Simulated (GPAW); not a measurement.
# Work function of N/Ta(110) at several levels, part 2 of 2

How far do functional and basis move the work function of N/Ta(110)?

GPAW 26.7.0; GPAW, PAW setups; slab in vacuum, relaxation (the session's first sound run).

So far, upper work function (eV): step 2 (relaxing the atoms, PBE, GPAW) 5.59; step 3 (plane waves, PBE) 5.59; step 4 (self-consistent run: xc = "RPBE") 5.44; step 5 (self-consistent run: xc = "LDA") 5.95; step 6 (self-consistent run: xc = "revPBE") 5.45.

## (7) OptPBE vdW: xc = "optPBE-vdW"

The same geometry under optPBE-vdW, to see how far the functional moves the levels against the vacuum (the van der Waals functionals take revPBE setups).

Input file run.py:

```python
import json
import numpy as np
from ase import Atoms
from gpaw import GPAW, PW

slab = Atoms(
    ['Ta', 'Ta', 'Ta', 'Ta', 'N'],
    positions=[
        [0.00000, 0.00000, 9.00000],
        [2.34052, -0.00000, 11.34052],
        [-0.00529, 0.00000, 13.65510],
        [2.24488, 0.00000, 16.14758],
        [3.99767, 0.00000, 17.05719]],
    cell=[[2.34052, -1.655, 0.0], [2.34052, 1.655, 0.0], [0.0, 0.0, 26.83128]],
    pbc=[True, True, False])

slab.calc = GPAW(mode=PW(500), xc='optPBE-vdW', kpts={'size': (12, 12, 1), 'gamma': True},
                 occupations={'name': 'fermi-dirac', 'width': 0.1}, nbands='160%',
                 convergence={'density': 1e-05}, maxiter=200,
                 poissonsolver={'dipolelayer': 'xy'},
                 symmetry={'tolerance': 1e-3}, txt='slab.txt')
result = {}
energy = slab.get_potential_energy()
fermi = slab.calc.get_fermi_level()
v = slab.calc.get_electrostatic_potential().mean((0, 1)) - fermi
n = slab.calc.get_pseudo_density().mean((0, 1))
L = slab.cell[2, 2]
z = np.arange(len(v)) * L / len(v)
low, high = slab.positions[:, 2].min(), slab.positions[:, 2].max()
below, above = np.interp([low - 6.8, high + 6.8], z, v)
slopes = [np.interp(x, z, np.gradient(v, z)) for x in (low - 6.8, high + 6.8)]
eps = np.array([[slab.calc.get_eigenvalues(k, s) for k in range(len(slab.calc.get_ibz_k_points()))]
                for s in range(slab.calc.get_number_of_spins())]) - fermi
top, bottom = eps[eps < 0].max(), eps[eps > 0].min()
dipole = slab.get_dipole_moment()[2]
print(f'energy {energy:.4f} eV, Fermi level {fermi:.4f} eV, dipole {dipole:.5f} e A')
print(f'potential 6.8 A off the faces, from the Fermi level: lower {below:.4f} eV, upper {above:.4f} eV')
print(f'slope of the potential there: lower {slopes[0]:.5f}, upper {slopes[1]:.5f} eV/A')
print(f'nearest levels on the mesh: {top:.4f} and {bottom:.4f} eV')
print('magnetic moment', round(slab.get_magnetic_moment(), 3))
result.update(energy=energy, fermi=fermi, dipole=dipole, below=below, above=above, slopes=slopes, edges=[top, bottom],
              z=z.tolist(), v=v.tolist(), n=n.tolist(), positions=slab.positions.tolist(),
              forces=slab.get_forces(apply_constraint=False).tolist(), moments=slab.get_magnetic_moments().tolist())
json.dump(result, open('result.json', 'w'))
```

Run with:

```console
OMP_NUM_THREADS=1 OPENBLAS_NUM_THREADS=1 python run.py
```

The log of the run:

```text
energy -116.0207 eV, Fermi level 1.1528 eV, dipole -0.03686 e A
potential 6.8 A off the faces, from the Fermi level: lower 4.9574 eV, upper 5.8085 eV
slope of the potential there: lower -0.00071, upper 0.00030 eV/A
nearest levels on the mesh: -0.0061 and 0.0055 eV
magnetic moment 0.0
```

Wall time 5.3 min (1 thread of Arm Neoverse V1, shared host); peak memory 0.56 GiB.

This step gave:

```
dipole along the normal                    : -0.03686 e·Å
levels nearest the Fermi level on the mesh : -0.006126, 0.005531 eV from the Fermi level
upper work function                        : 5.808 eV
lower work function                        : 4.957 eV
```

The upper face's work function is 5.808 eV, against 5.587 eV in the first plane-wave PBE run at this geometry.

## (8) Self-consistent run: xc = "vdW-DF2"

The same geometry under vdW-DF2, to see how far the functional moves the levels against the vacuum (the van der Waals functionals take revPBE setups).

run.py: that of step 7 with these lines changed.

```diff
@@ -16,3 +16,3 @@
 
-slab.calc = GPAW(mode=PW(500), xc='optPBE-vdW', kpts={'size': (12, 12, 1), 'gamma': True},
+slab.calc = GPAW(mode=PW(500), xc='vdW-DF2', kpts={'size': (12, 12, 1), 'gamma': True},
                  occupations={'name': 'fermi-dirac', 'width': 0.1}, nbands='160%',
```

The log of the run:

```text
energy -642.3395 eV, Fermi level 1.1687 eV, dipole -0.04096 e A
potential 6.8 A off the faces, from the Fermi level: lower 5.0167 eV, upper 5.9638 eV
slope of the potential there: lower -0.00076, upper 0.00030 eV/A
nearest levels on the mesh: -0.0115 and 0.0036 eV
magnetic moment 0.0
```

Wall time 6.8 min (1 thread); peak memory 0.56 GiB.

Numbers from this step:

```
dipole along the normal                    : -0.04096 e·Å
levels nearest the Fermi level on the mesh : -0.01148, 0.003552 eV from the Fermi level
upper work function                        : 5.964 eV
lower work function                        : 5.017 eV
```

The upper face's work function is 5.964 eV, against 5.587 eV in the first plane-wave PBE run at this geometry.

## (9) Real-space grid: mode = "fd"

A real-space grid is a second complete basis, so it checks the plane-wave result.

run.py: that of step 8 with these lines changed.

```diff
@@ -3,3 +3,3 @@
 from ase import Atoms
-from gpaw import GPAW, PW
+from gpaw import GPAW
 
@@ -16,3 +16,3 @@
 
-slab.calc = GPAW(mode=PW(500), xc='vdW-DF2', kpts={'size': (12, 12, 1), 'gamma': True},
+slab.calc = GPAW(mode='fd', h=0.18, xc='PBE', kpts={'size': (12, 12, 1), 'gamma': True},
                  occupations={'name': 'fermi-dirac', 'width': 0.1}, nbands='160%',
```

The log of the run:

```text
energy -47.3488 eV, Fermi level -5.2125 eV, dipole -0.03472 e A
potential 6.8 A off the faces, from the Fermi level: lower 4.8069 eV, upper 5.6180 eV
slope of the potential there: lower -0.00002, upper 0.00000 eV/A
nearest levels on the mesh: -0.0015 and 0.0064 eV
magnetic moment 0.0
```

The job ended after 20 min (1 thread; peak memory 1.8 GiB).

Numbers from this step:

```
dipole along the normal                    : -0.03472 e·Å
levels nearest the Fermi level on the mesh : -0.001501, 0.006394 eV from the Fermi level
upper work function                        : 5.618 eV
lower work function                        : 4.807 eV
```

The upper face's work function is 5.618 eV, against 5.587 eV in the first plane-wave PBE run at this geometry.

## (10) Atomic orbitals: mode = "lcao"

Atom-centred orbitals end a few angstrom from the surface, which tests how much the density's tail matters.

run.py: that of step 9 with these lines changed.

```diff
@@ -16,4 +16,4 @@
 
-slab.calc = GPAW(mode='fd', h=0.18, xc='PBE', kpts={'size': (12, 12, 1), 'gamma': True},
-                 occupations={'name': 'fermi-dirac', 'width': 0.1}, nbands='160%',
+slab.calc = GPAW(mode='lcao', basis='dzp', h=0.18, xc='PBE', kpts={'size': (12, 12, 1), 'gamma': True},
+                 occupations={'name': 'fermi-dirac', 'width': 0.1}, nbands='120%',
                  convergence={'density': 1e-05}, maxiter=200,
```

The log of the run:

```text
energy -45.7128 eV, Fermi level -5.2505 eV, dipole -0.03730 e A
potential 6.8 A off the faces, from the Fermi level: lower 4.8149 eV, upper 5.6861 eV
slope of the potential there: lower 0.00000, upper 0.00000 eV/A
nearest levels on the mesh: -0.0048 and 0.0057 eV
magnetic moment 0.0
```

The job ended after 37 min (1 thread; peak memory 0.5 GiB).

This step gave:

```
dipole along the normal                    : -0.03730 e·Å
levels nearest the Fermi level on the mesh : -0.004823, 0.005682 eV from the Fermi level
upper work function                        : 5.686 eV
lower work function                        : 4.815 eV
```

The electrostatic potential energy of an electron (without an applied field's), less the Fermi level, planar mean oscillates, so the rows of the table below give means over windows of 1 Å about each position, cut where the curve ends. Its maxima inside the range that stand out by 2 % of the span (Å: eV): 10.2: -1.34, 12.5: -1.48, 14.9: -0.455. Its minima: 9.0: -25.4, 11.3: -25.3, 13.7: -25.2, 16.1: -26.8.

The electrostatic potential energy of an electron (without an applied field's), less the Fermi level, planar mean by z; means over each step:

```csv
z (Å),"electrostatic potential energy of an electron (without an applied field's), less the Fermi level, planar mean (eV)"
0,4.85
1,4.81
2,4.81
3,4.81
4,4.81
5,4.81
6,4.73
7,3.97
8,-2.95
9,-20.7
10,-4.33
11,-17.0
12,-9.88
13,-9.94
14,-16.8
15,-2.67
16,-21.4
17,-13.9
18,3.66
19,5.62
20,5.68
21,5.69
22,5.69
23,5.69
24,5.69
25,5.69
26,5.69
```

The upper face's work function is 5.686 eV, against 5.587 eV in the first plane-wave PBE run at this geometry.

## (11) Cost and result by level

Times are for 1 thread of Arm Neoverse V1, shared host. Results by setting:

```csv
no.,run,upper work function (eV),lower work function (eV),time,memory (GiB)
1,pw,5.587,4.810,5.2 min,0.4
2,RPBE,5.441,4.696,5.6 min,0.4
3,LDA,5.955,5.027,5.2 min,0.4
4,revPBE,5.455,4.709,5.5 min,0.4
5,optPBE vdW,5.808,4.957,5.3 min,0.56
6,vdW DF2,5.964,5.017,6.8 min,0.56
7,fd,5.618,4.807,20 min,1.8
8,lcao,5.686,4.815,37 min,0.5
```

## (12) Side by side

Results and costs are gathered.

This step: comparison of work functions, dipole and cost (GPAW 26.7.0).

Ladder, by row:

```csv
step,code,"work function, upper (eV)","work function, lower (eV)",dipole (e Å),wall time (s),peak memory (GiB),threads
pw,GPAW,5.587,4.81,-0.0337,313.3,0.4,1
RPBE,GPAW,5.441,4.696,-0.03234,336.1,0.4,1
LDA,GPAW,5.955,5.027,-0.04014,313.3,0.4,1
revPBE,GPAW,5.455,4.709,-0.03234,327.9,0.4,1
optPBE-vdW,GPAW,5.808,4.957,-0.03686,315.1,0.56,1
vdW-DF2,GPAW,5.964,5.017,-0.04096,408.7,0.56,1
fd,GPAW,5.618,4.807,-0.03472,1227,1.77,1
lcao,GPAW,5.686,4.815,-0.0373,2234,0.5,1
```

## (13) What came out

| Item | Value |
| --- | --- |
| work function, upper and lower face | 5.587 and 4.810 eV |
| dipole along the normal | -0.0337 e Å |

With plane waves and PBE the work function is 5.59 eV on the upper face and 4.81 eV on the lower. The two faces differ by 0.78 eV, the step that the slab's dipole makes (e p/(ε0 A) gives 0.79 eV), so the dipole layer is needed. Over the sound runs of the table the upper face's work function spans 5.441 (RPBE) to 5.964 eV (vdW-DF2). The cell of 7.75 Å² holds one N, started on one chosen site; other sites and coverages weren't tried. The in-plane lattice was kept as typed, which isn't the functional's own and leaves some strain; spin-orbit coupling and temperature are left out.

[Logs are printed without paths, hosts, clocks, repeated set-up lines and the standing remarks that a program may print on its own settings, such as how far it seeks lower states.]

[Hosts, paths, dates, database ids (printed as entryN), source tags and the programs' standing remarks are cut or masked in the printed files.]
